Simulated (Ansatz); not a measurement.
# Y on W(100): change of the work function

Wanted: Δφ(θ) for Y/W(100), starting from the hollow site.

Main program and level: Ansatz 0.2.0; plane-wave DFT, PBE, Ansatz PAW.

### Step 1. Set-up

The cell holds 5 atoms: 5 W. Its edges and angles: a = 3.160 Å, b = 3.160 Å, c = 24.320 Å, α = 90.0°, β = 90.0°, γ = 90.0°. Vacuum lies along c.

### Step 2. The clean slab

The bare slab comes first, as the zero from which every change is counted. The two lowest layers are held at bulk places and the upper ones relax. The dipole correction removes the false field that a one-sided slab makes across the periodic vacuum, so each face gets a flat vacuum level of its own.

input.yaml

```yaml
crystal:
  lattice:
    - [3.16, 0.0, 0.0]
    - [0.0, 3.16, 0.0]
    - [0.0, 0.0, 24.32]
  atoms:
    - { symbol: W, position: [0.0, 0.0, 0.3700657895] }
    - { symbol: W, position: [0.5, 0.5, 0.4350328947] }
    - { symbol: W, position: [0.0, 0.0, 0.5] }
    - { symbol: W, position: [0.5, 0.5, 0.5649671053] }
    - { symbol: W, position: [0.0, 0.0, 0.6299342105] }
kpoints:
  mp_grid: { grid: [12, 12, 1] }
hamiltonian:
  xc: pbe
scf:
  occupations: { method: fermi_dirac, width: 0.1 }
  convergence: { dr2_threshold: 1.0e-08 }
efield:
  axis: 3
  dipole_correction: true
  ramp_position: 0.97
  ramp_width: 0.06
relax:
  f_tol: 0.02
  max_steps: 60
  constraints: [{ sites: [0, 1] }]
output:
  write_potential: true
  write_density: true
  volumetric_format: npy
```

Run with:

```bash
> ansatz run input.yaml --threads 4 --pin off --max-ram 16384MiB --backend cpu --events-out ev --progress --plain --runs-dir out
```

Numbers of over 12 decimals in the logs are rounded to 6 here.

Log:

```text
Engine: ansatz 0.2.0, x86_64-unknown-linux-gnu
Pseudopotentials: kind: paw
Pseudopotential: W, paw, valence charge 14, recommended cutoff 420 eV (normal), W.paw.azcp
Functional definition: PBE
  parameter kappa = 0.804
  parameter beta = 0.066725
  exchange = pbe_x(kappa = kappa, mu = beta*pi^2/3)
  correlation = pbe_c(beta = beta)
Crystal: 5 atoms, lattice volume = 242.850 Å³
Basis set: ecut = 420 eV, 4785 PW (Γ), exchange–correlation on 48×48×360 points (8 copies of the dense FFT grid, shifted against one another)
Bands: 42, of which v1, the nominal top of the filled ones, is band 35 counted from 1 (34 counted from 0)
Symmetry: 8 space group operations
k-points: 28 of 144
Non-local potential: W, projectors of the file, l = 0: 3, l = 1: 2, l = 2: 2, l = 3: 1
PAW form: soft (Blöchl's): semilocal exchange-correlation on the pseudo side does not see the compensation charge
PAW one-centre angular grid: W, 590 points (default); XC on 64 Gauss nodes
Initial density: superposition of atomic densities (neutral atoms: chi_scale 0, normalization atom), corrected by the library's trained network
Initial wavefunctions: pseudopotential atomic-orbital guess
Functional: x = pbe(κ = 0.804, μ = 0.219515), c = pbe(β = 0.066725)
SCF iter   1: F=—  HF=-51918.951096 eV  |F-HF|=—  |Δ(HF+E_count)|=         —  Δρ=5.95e-3  dr2=2.55e-1  ethr=1.77e-3  p=0.000 e·Å  D=1.75e-13 V/Å  ΔV_dip=-0.00 eV  dr2_dipole=1.36e-7  V_vac-E_F(+/−)=4.35/4.35 eV  ⟨swp⟩=8.6  Hψ=5700  notcnv=0
efield: sawtooth ramp at fractional position 0.9700 (set: `efield.ramp_position`, or a place that a band, a saddle search or an elastic batch's reference lends), width 0.0600; the density the first Hamiltonian is built on has a dipole p = 0.000 e·Å; the dipole correction subtracts the counter field D = 1.75e-13 V/Å, which shifts the + side's vacuum level by -0.00 eV against the − side's; the planar-averaged density in the ramp window peaks in size at 1.3e-5 e/Å³
preconditioner: auto → LDOS  [metal: Δε(μ)=0.012 eV  Ē_g=4.218 eV  σ=0.100 eV  W_gap=0.03  n_scr=44 (ndim 8)  ℏωp=13.1 eV  f_vac=0.578  D(μ)=6.08/eV (n_scr^D=36)  β→1.0]
SCF iter   2: F=—  HF=-51918.934205 eV  |F-HF|=—  |Δ(HF+E_count)|=   1.69e-2  Δρ=4.40e-3  dr2=1.09e-1  ethr=3.64e-4  p=0.000 e·Å  D=4.17e-6 V/Å  ΔV_dip=-0.00 eV  dr2_dipole=3.08e-7  V_vac-E_F(+/−)=4.26/4.26 eV  ⟨swp⟩=2.3  Hψ=2028  notcnv=0
SCF iter   3: F=—  HF=-51918.923000 eV  |F-HF|=—  |Δ(HF+E_count)|=   1.12e-2  Δρ=1.09e-3  dr2=7.42e-3  ethr=1.56e-4  p=0.000 e·Å  D=2.29e-6 V/Å  ΔV_dip=-0.00 eV  dr2_dipole=1.80e-8  V_vac-E_F(+/−)=4.26/4.26 eV  ⟨swp⟩=2.0  Hψ=1782  notcnv=0
SCF iter   4: F=—  HF=-51918.923163 eV  |F-HF|=—  |Δ(HF+E_count)|=   1.63e-4  Δρ=3.17e-4  dr2=3.30e-4  ethr=1.06e-5  p=0.000 e·Å  D=1.72e-6 V/Å  ΔV_dip=-0.00 eV  dr2_dipole=1.10e-9  V_vac-E_F(+/−)=4.24/4.24 eV  ⟨swp⟩=2.3  Hψ=1596  notcnv=0
SCF iter   5: F=—  HF=-51918.923250 eV  |F-HF|=—  |Δ(HF+E_count)|=   8.72e-5  Δρ=1.24e-4  dr2=3.15e-5  ethr=4.72e-7  p=0.000 e·Å  D=1.00e-6 V/Å  ΔV_dip=-0.00 eV  dr2_dipole=1.10e-10  V_vac-E_F(+/−)=4.23/4.23 eV  ⟨swp⟩=3.1  Hψ=2006  notcnv=0
SCF iter   6: F=—  HF=-51918.923288 eV  |F-HF|=—  |Δ(HF+E_count)|=   3.79e-5  Δρ=4.16e-5  dr2=4.77e-6  ethr=4.50e-8  p=0.000 e·Å  D=2.04e-7 V/Å  ΔV_dip=-0.00 eV  dr2_dipole=2.62e-12  V_vac-E_F(+/−)=4.23/4.23 eV  ⟨swp⟩=2.6  Hψ=2048  notcnv=0
SCF iter   7: F=—  HF=-51918.923579 eV  |F-HF|=—  |Δ(HF+E_count)|=   2.92e-4  Δρ=1.09e-5  dr2=2.41e-7  ethr=6.81e-9  p=0.000 e·Å  D=5.52e-8 V/Å  ΔV_dip=-0.00 eV  dr2_dipole=5.97e-12  V_vac-E_F(+/−)=4.23/4.23 eV  ⟨swp⟩=3.0  Hψ=2272  notcnv=0
SCF iter   8: F=—  HF=-51918.923580 eV  |F-HF|=—  |Δ(HF+E_count)|=   8.24e-7  Δρ=2.94e-6  dr2=3.53e-8  ethr=3.45e-10  p=0.000 e·Å  D=1.23e-9 V/Å  ΔV_dip=-0.00 eV  dr2_dipole=2.46e-13  V_vac-E_F(+/−)=4.23/4.23 eV  ⟨swp⟩=3.1  Hψ=2338  notcnv=0
SCF iter   9: F=-51918.923580 eV  HF=-51918.923580 eV  |F-HF|=8.21e-9  |Δ(HF+E_count)|=   5.96e-8  Δρ=8.66e-7  dr2=5.36e-9  ethr=1.43e-11  p=-0.000 e·Å  D=-1.94e-8 V/Å  ΔV_dip=0.00 eV  dr2_dipole=1.36e-12  V_vac-E_F(+/−)=4.23/4.23 eV  ⟨swp⟩=11.4  Hψ=9033  notcnv=0
SCF 1 converged in 9 iterations: F = -51918.923580 eV  dr2 = 5.36e-9
  greatest PAW one-centre occupation: 1.000 electrons in one spin orbital (limit 2), on the W atom at site 0 (counted from 0), in its partial waves of l = 0
relax step   1: F+E_penalty+E_count = -51918.92358024 eV  Δ(F+E_penalty+E_count) = +0.000e0 eV  max|allowed force component| = 1.592e0 eV/Å  Δτ_max = 0.0000 Å  (9 SCF iters, accepted)
Initial density: handed on by an earlier stage of this run
Initial wavefunctions: those handed on with the density
SCF iter   1: F=—  HF=-51918.860676 eV  |F-HF|=—  |Δ(HF+E_count)|=         —  Δρ=1.54e-2  dr2=6.16e0  ethr=3.10e-3  p=-0.000 e·Å  D=-1.58e-7 V/Å  ΔV_dip=0.00 eV  dr2_dipole=1.87e0  V_vac-E_F(+/−)=4.30/4.30 eV  ⟨swp⟩=6.5  Hψ=3751  notcnv=0
efield: sawtooth ramp at fractional position 0.9700 (set: `efield.ramp_position`, or a place that a band, a saddle search or an elastic batch's reference lends), width 0.0600; the density the first Hamiltonian is built on has a dipole p = -0.000 e·Å; the dipole correction subtracts the counter field D = -1.58e-7 V/Å, which shifts the + side's vacuum level by +0.00 eV against the − side's; the planar-averaged density in the ramp window peaks in size at 1.5e-6 e/Å³
preconditioner: auto → LDOS  [metal: Δε(μ)=0.006 eV  Ē_g=4.379 eV  σ=0.100 eV  W_gap=0.01  n_scr=44 (ndim 8)  ℏωp=13.1 eV  f_vac=0.587  D(μ)=5.24/eV (n_scr^D=14)  β→1.0]
SCF iter   2: F=—  HF=-51918.713987 eV  |F-HF|=—  |Δ(HF+E_count)|=   1.47e-1  Δρ=5.16e-3  dr2=4.47e-1  ethr=3.10e-3  p=0.010 e·Å  D=7.11e-3 V/Å  ΔV_dip=-0.17 eV  dr2_dipole=4.53e-2  V_vac-E_F(+/−)=4.02/4.20 eV  ⟨swp⟩=2.5  Hψ=1825  notcnv=0
SCF iter   3: F=—  HF=-51918.691291 eV  |F-HF|=—  |Δ(HF+E_count)|=   2.27e-2  Δρ=2.17e-3  dr2=7.74e-2  ethr=6.38e-4  p=0.001 e·Å  D=9.34e-4 V/Å  ΔV_dip=-0.02 eV  dr2_dipole=4.37e-3  V_vac-E_F(+/−)=4.21/4.23 eV  ⟨swp⟩=2.5  Hψ=1825  notcnv=0
SCF iter   4: F=—  HF=-51918.684661 eV  |F-HF|=—  |Δ(HF+E_count)|=   6.63e-3  Δρ=4.62e-4  dr2=2.96e-3  ethr=1.11e-4  p=0.004 e·Å  D=2.87e-3 V/Å  ΔV_dip=-0.07 eV  dr2_dipole=7.96e-4  V_vac-E_F(+/−)=4.16/4.23 eV  ⟨swp⟩=2.2  Hψ=1741  notcnv=0
SCF iter   5: F=—  HF=-51918.684364 eV  |F-HF|=—  |Δ(HF+E_count)|=   2.97e-4  Δρ=1.49e-4  dr2=1.60e-4  ethr=4.23e-6  p=0.004 e·Å  D=3.15e-3 V/Å  ΔV_dip=-0.08 eV  dr2_dipole=3.00e-6  V_vac-E_F(+/−)=4.15/4.23 eV  ⟨swp⟩=2.4  Hψ=1933  notcnv=0
[...]
SCF iter   5: F=—  HF=-51919.034444 eV  |F-HF|=—  |Δ(HF+E_count)|=   9.55e-5  Δρ=1.12e-4  dr2=5.69e-5  ethr=4.38e-7  p=0.007 e·Å  D=5.15e-3 V/Å  ΔV_dip=-0.13 eV  dr2_dipole=1.35e-6  V_vac-E_F(+/−)=4.13/4.25 eV  ⟨swp⟩=3.0  Hψ=2336  notcnv=0
SCF iter   6: F=—  HF=-51919.034436 eV  |F-HF|=—  |Δ(HF+E_count)|=   8.51e-6  Δρ=3.86e-5  dr2=9.60e-6  ethr=8.13e-8  p=0.007 e·Å  D=5.01e-3 V/Å  ΔV_dip=-0.12 eV  dr2_dipole=2.38e-6  V_vac-E_F(+/−)=4.13/4.25 eV  ⟨swp⟩=2.0  Hψ=1754  notcnv=0
SCF iter   7: F=—  HF=-51919.034732 eV  |F-HF|=—  |Δ(HF+E_count)|=   2.97e-4  Δρ=1.68e-5  dr2=1.14e-6  ethr=1.37e-8  p=0.006 e·Å  D=4.83e-3 V/Å  ΔV_dip=-0.12 eV  dr2_dipole=2.79e-7  V_vac-E_F(+/−)=4.13/4.25 eV  ⟨swp⟩=2.3  Hψ=1674  notcnv=0
SCF iter   8: F=—  HF=-51919.034732 eV  |F-HF|=—  |Δ(HF+E_count)|=   3.20e-7  Δρ=6.21e-6  dr2=1.03e-7  ethr=1.62e-9  p=0.006 e·Å  D=4.79e-3 V/Å  ΔV_dip=-0.12 eV  dr2_dipole=1.64e-10  V_vac-E_F(+/−)=4.13/4.25 eV  ⟨swp⟩=2.5  Hψ=1992  notcnv=0
SCF iter   9: F=—  HF=-51919.034733 eV  |F-HF|=—  |Δ(HF+E_count)|=   1.32e-7  Δρ=2.56e-6  dr2=3.69e-8  ethr=1.43e-11  p=0.006 e·Å  D=4.77e-3 V/Å  ΔV_dip=-0.12 eV  dr2_dipole=6.28e-10  V_vac-E_F(+/−)=4.13/4.25 eV  ⟨swp⟩=12.2  Hψ=9834  notcnv=0
SCF iter  10: F=-51919.034733 eV  HF=-51919.034733 eV  |F-HF|=8.20e-9  |Δ(HF+E_count)|=   8.29e-9  Δρ=7.82e-7  dr2=2.92e-9  ethr=1.43e-11  p=0.006 e·Å  D=4.77e-3 V/Å  ΔV_dip=-0.12 eV  dr2_dipole=2.49e-11  V_vac-E_F(+/−)=4.13/4.25 eV  ⟨swp⟩=9.2  Hψ=8754  notcnv=0
SCF 3 converged in 10 iterations: F = -51919.034733 eV  dr2 = 2.92e-9
relax step   3: F+E_penalty+E_count = -51919.03473260 eV  Δ(F+E_penalty+E_count) = -1.112e-1 eV  max|allowed force component| = 2.016e-1 eV/Å  Δτ_max = 0.0990 Å  (10 SCF iters, accepted)
SCF iter   1: F=—  HF=-51919.036585 eV  |F-HF|=—  |Δ(HF+E_count)|=         —  Δρ=7.31e-4  dr2=7.74e-3  ethr=3.62e-4  p=0.006 e·Å  D=4.77e-3 V/Å  ΔV_dip=-0.12 eV  dr2_dipole=1.41e-3  V_vac-E_F(+/−)=4.13/4.25 eV  ⟨swp⟩=1.9  Hψ=1723  notcnv=0
efield: sawtooth ramp at fractional position 0.9700 (set: `efield.ramp_position`, or a place that a band, a saddle search or an elastic batch's reference lends), width 0.0600; the density the first Hamiltonian is built on has a dipole p = 0.006 e·Å; the dipole correction subtracts the counter field D = 4.77e-3 V/Å, which shifts the + side's vacuum level by -0.12 eV against the − side's; the planar-averaged density in the ramp window peaks in size at 2.1e-6 e/Å³
preconditioner: auto → LDOS  [metal: Δε(μ)=0.017 eV  Ē_g=4.256 eV  σ=0.100 eV  W_gap=0.04  n_scr=44 (ndim 8)  ℏωp=13.1 eV  f_vac=0.581  D(μ)=6.09/eV (n_scr^D=36)  β→1.0]
SCF iter   2: F=—  HF=-51919.036460 eV  |F-HF|=—  |Δ(HF+E_count)|=   1.25e-4  Δρ=4.41e-4  dr2=2.28e-3  ethr=1.11e-5  p=0.006 e·Å  D=4.44e-3 V/Å  ΔV_dip=-0.11 eV  dr2_dipole=2.62e-5  V_vac-E_F(+/−)=4.14/4.25 eV  ⟨swp⟩=2.0  Hψ=1771  notcnv=0
SCF iter   3: F=—  HF=-51919.036277 eV  |F-HF|=—  |Δ(HF+E_count)|=   1.83e-4  Δρ=1.27e-4  dr2=1.73e-4  ethr=3.26e-6  p=0.006 e·Å  D=4.65e-3 V/Å  ΔV_dip=-0.11 eV  dr2_dipole=2.40e-8  V_vac-E_F(+/−)=4.14/4.25 eV  ⟨swp⟩=2.1  Hψ=1634  notcnv=0
SCF iter   4: F=—  HF=-51919.036254 eV  |F-HF|=—  |Δ(HF+E_count)|=   2.39e-5  Δρ=2.81e-5  dr2=2.75e-6  ethr=2.47e-7  p=0.006 e·Å  D=4.59e-3 V/Å  ΔV_dip=-0.11 eV  dr2_dipole=2.07e-8  V_vac-E_F(+/−)=4.14/4.25 eV  ⟨swp⟩=3.1  Hψ=1951  notcnv=0
SCF iter   5: F=—  HF=-51919.036537 eV  |F-HF|=—  |Δ(HF+E_count)|=   2.84e-4  Δρ=1.20e-5  dr2=5.50e-7  ethr=3.93e-9  p=0.006 e·Å  D=4.56e-3 V/Å  ΔV_dip=-0.11 eV  dr2_dipole=7.34e-9  V_vac-E_F(+/−)=4.14/4.25 eV  ⟨swp⟩=2.9  Hψ=2275  notcnv=0
SCF iter   6: F=—  HF=-51919.036538 eV  |F-HF|=—  |Δ(HF+E_count)|=   4.48e-7  Δρ=5.05e-6  dr2=1.34e-7  ethr=7.86e-10  p=0.006 e·Å  D=4.56e-3 V/Å  ΔV_dip=-0.11 eV  dr2_dipole=2.26e-9  V_vac-E_F(+/−)=4.14/4.25 eV  ⟨swp⟩=2.3  Hψ=1807  notcnv=0
SCF iter   7: F=—  HF=-51919.036538 eV  |F-HF|=—  |Δ(HF+E_count)|=   1.56e-7  Δρ=1.70e-6  dr2=1.87e-8  ethr=1.91e-10  p=0.006 e·Å  D=4.56e-3 V/Å  ΔV_dip=-0.11 eV  dr2_dipole=2.65e-10  V_vac-E_F(+/−)=4.14/4.25 eV  ⟨swp⟩=2.4  Hψ=1681  notcnv=0
SCF iter   8: F=-51919.036538 eV  HF=-51919.036538 eV  |F-HF|=8.22e-10  |Δ(HF+E_count)|=   2.06e-8  Δρ=2.86e-7  dr2=4.82e-10  ethr=1.43e-11  p=0.006 e·Å  D=4.56e-3 V/Å  ΔV_dip=-0.11 eV  dr2_dipole=4.91e-11  V_vac-E_F(+/−)=4.14/4.25 eV  ⟨swp⟩=11.2  Hψ=8810  notcnv=0
SCF 4 converged in 8 iterations: F = -51919.036538 eV  dr2 = 4.82e-10
relax step   4: F+E_penalty+E_count = -51919.03653794 eV  Δ(F+E_penalty+E_count) = -1.805e-3 eV  max|allowed force component| = 1.013e-2 eV/Å  Δτ_max = 0.0132 Å  (8 SCF iters, accepted)
NSCF: frozen V_eff on 28 k-points
the band table was solved once a step of the walk had ended and its energy, with any forces and stress, was formed, with the checks that follow a solve (5699 applications of the Hamiltonian). They found nothing against the state; the energy, forces and stress were not computed again (output.eigenvalues in the input reference)
WARN: The output density's exchange-correlation potential varies sharply where the density is thin. Do not read a vacuum level from v_tot or v_xc, or from such a field of the output density. On a cell that repeats whose density bears no net charge and no dipole along the vacuum's axis use v_es (v_loc + v_h of the components); under efield.dipole_correction with no amplitude use v_es + v_field, which holds any externa [...]
SCF converged after 8 iterations
Free energy (F): -51919.036538 eV
Harris-Foulkes:  -51919.036538 eV  (|F-HF|=8.22e-10)
Internal energy: -51918.841452 eV  (E = F + TS)
E sigma→0 (E₀):  -51918.938995 eV
Entropy (-TS):   -0.195086 eV (-39.017 meV/atom)
Fermi energy:    4.625999 eV
Dipole field:    D = 0.004553 V/Å  (p = 0.006111 e·Å, saw-weighted, corrected)
Work function:   Φ+ = 4.1402 eV   Φ− = 4.2509 eV
Levels:          The Fermi level and band energies are counted from a zero that moves with the ramp; work functions are not
--- Per-component energies (eV) ---
  E_band       = -1645.874116
  E_kinetic    = 2239.392052
  E_local      = -86026.431522  (includes V_loc(G=0)·N_el)
  E_nonlocal   = 8.030762
  E_hartree    = 41971.393688
  E_xc         = -1327.462600
  E_vxc        = -1184.410985  (∫ρ·V_xc dr)
  E_paw        = -42812.968297  (= ΣΔE_a)
  E_vpaw       = -625.239658  (= ΣTr[D̂ρ^β])
  E_aug_tail   = -0.000292  (compensation charges beyond the density's cutoff)
  E_efield     = 0.000014  (sawtooth field / dipole correction)
  E_vefield    = 0.001484  (∫n·V_field dr)
  E_ewald      = 34029.204743
  E_smearing   = -0.195086  (= −TS)
  E_closure    = -0.000000  (closes the sum)
  Σ components = -51919.036538   (vs F -51919.036538, Δ=0.00e0)
--- Forces (eV/Å), atoms counted from 1 ---
  atom   1  W      0.00000000    -0.00000000     1.17619821
  atom   2  W     -0.00000000     0.00000000    -1.16365804
  atom   3  W      0.00000000     0.00000000     0.00643864
  atom   4  W     -0.00000000    -0.00000000    -0.00883332
  atom   5  W     -0.00000000     0.00000000    -0.01013388
  max |Σ_I F_I| component: 1.16e-5 eV/Å
--- Band table (eV; the first three rows and the last of 28) ---
  k-point 0: bands = [... 31 lower, 3.9668, 3.9668, 4.2629, 4.3964, 4.5526, 4.7209, 4.7256, 4.7256, ... 3 higher]
  k-point 1: bands = [... 31 lower, 3.9951, 4.0760, 4.0848, 4.3099, 4.4402, 4.6657, 5.2346, 5.2855, ... 3 higher]
  k-point 2: bands = [... 31 lower, 3.8308, 3.8974, 3.9275, 4.0569, 4.7980, 5.0730, 5.4757, 5.6383, ... 3 higher]
  k-point 27: bands = [... 31 lower, 3.6812, 3.6812, 6.3929, 6.3929, 6.4506, 6.5904, 7.0051, 7.0051, ... 3 higher]
--- Relaxed structure (4 steps of the walk, 3 accepted, 0 SCFs on fresh bases) ---
  F+E_penalty+E_count = -51919.03653794 eV   max|allowed force component| = 1.013e-2 eV/Å
  atoms:
    - { symbol: W, position: [0.0, 0.0, 0.3700657895] }
    - { symbol: W, position: [0.500000, 0.500000, 0.435033] }
    - { symbol: W, position: [0, 0, 0.499966] }
    - { symbol: W, position: [0.500000, 0.500000, 0.567590] }
    - { symbol: W, position: [-5.27492653812538e-18, 0, 0.626407] }
```

Elapsed: 17 s, on 4 threads of AMD EPYC 9R14 (Zen 4), shared host; peak memory 0.7 GiB.

Step by step:

```
step  energy less that of the first step (eV)  largest force component (eV/Å)
   1                                   0.0000                          1.5923
   2                                   0.2389                          2.9711
   3                                  -0.1112                          0.2016
   4                                  -0.1130                          0.0101
```

Relaxation step 2 was tried and not accepted.

The run keeps the 8 symmetry operations that it works with, so distortions that break them were not tested.

The atoms that moved most (Å):

```
atom     dx     dy      dz  length
  W5  0.000  0.000  -0.086   0.086
  W4  0.000  0.000   0.064   0.064
```

The relaxed structure:

```cif
data_structure
_symmetry_space_group_name_H-M 'P 1'
_symmetry_Int_Tables_number 1
_cell_length_a 3.1600
_cell_length_b 3.1600
_cell_length_c 24.3200
_cell_angle_alpha 90.000
_cell_angle_beta 90.000
_cell_angle_gamma 90.000
_cell_volume 242.85
loop_
_atom_site_label
_atom_site_type_symbol
_atom_site_fract_x
_atom_site_fract_y
_atom_site_fract_z
_atom_site_occupancy
W1 W 0.00000 0.00000 0.37007 1
W2 W 0.50000 0.50000 0.43503 1
W3 W 0.00000 0.00000 0.49997 1
W4 W 0.50000 0.50000 0.56759 1
W5 W 0.00000 0.00000 0.62641 1
```

This step gave:

| Quantity | Value |
| --- | --- |
| energy at zero smearing | -51918.9390 eV |
| work function, upper face | 4.140 eV |
| work function, lower face | 4.251 eV |
| dipole along the normal | 0.006111 e·Å |
| step between the vacuum levels | -0.1107 eV |

Running mean over 1.58 Å of the planar mean; the ramp of the sawtooth is left out. The electron's electrostatic potential energy less the Fermi level by z:

z (Å), electron's electrostatic potential energy less the Fermi level (eV) and a bar from the least value:
```
        3        4.3 ##############################
        4        4.3 ##############################
        5        4.2 ##############################
        6        4.2 ##############################
        7        3.4 #############################
        8       -2.6 ##################
        9      -11.3 ####
       10      -12.4 ##
       11      -12.6 #
       12      -12.6 #
       13      -12.0 ##
       14      -13.4 
       15      -13.0 #
       16       -5.2 ##############
       17        2.8 ###########################
       18        4.0 ##############################
       19        4.1 ##############################
       20        4.1 ##############################
       21        4.1 ##############################
```

The relaxation took 4 steps and lowered the energy by 0.11 eV; the largest force on the free atoms ends at 0.010 eV/Å.

The work function of the upper face is 4.14 eV.

[end of part 1 of 4]

[Logs are printed without paths, hosts, clocks, repeated set-up lines and the standing remarks that a program may print on its own settings, such as how far it seeks lower states.]

[Hosts, paths, dates, database ids (printed as entryN), source tags and the programs' standing remarks are cut or masked in the printed files.]

[Maps of the electrostatic potential energy from Ansatz leave out the sawtooth potential of an applied field or a dipole correction, so their vacuum need not be flat; planar profiles and work functions include it.]
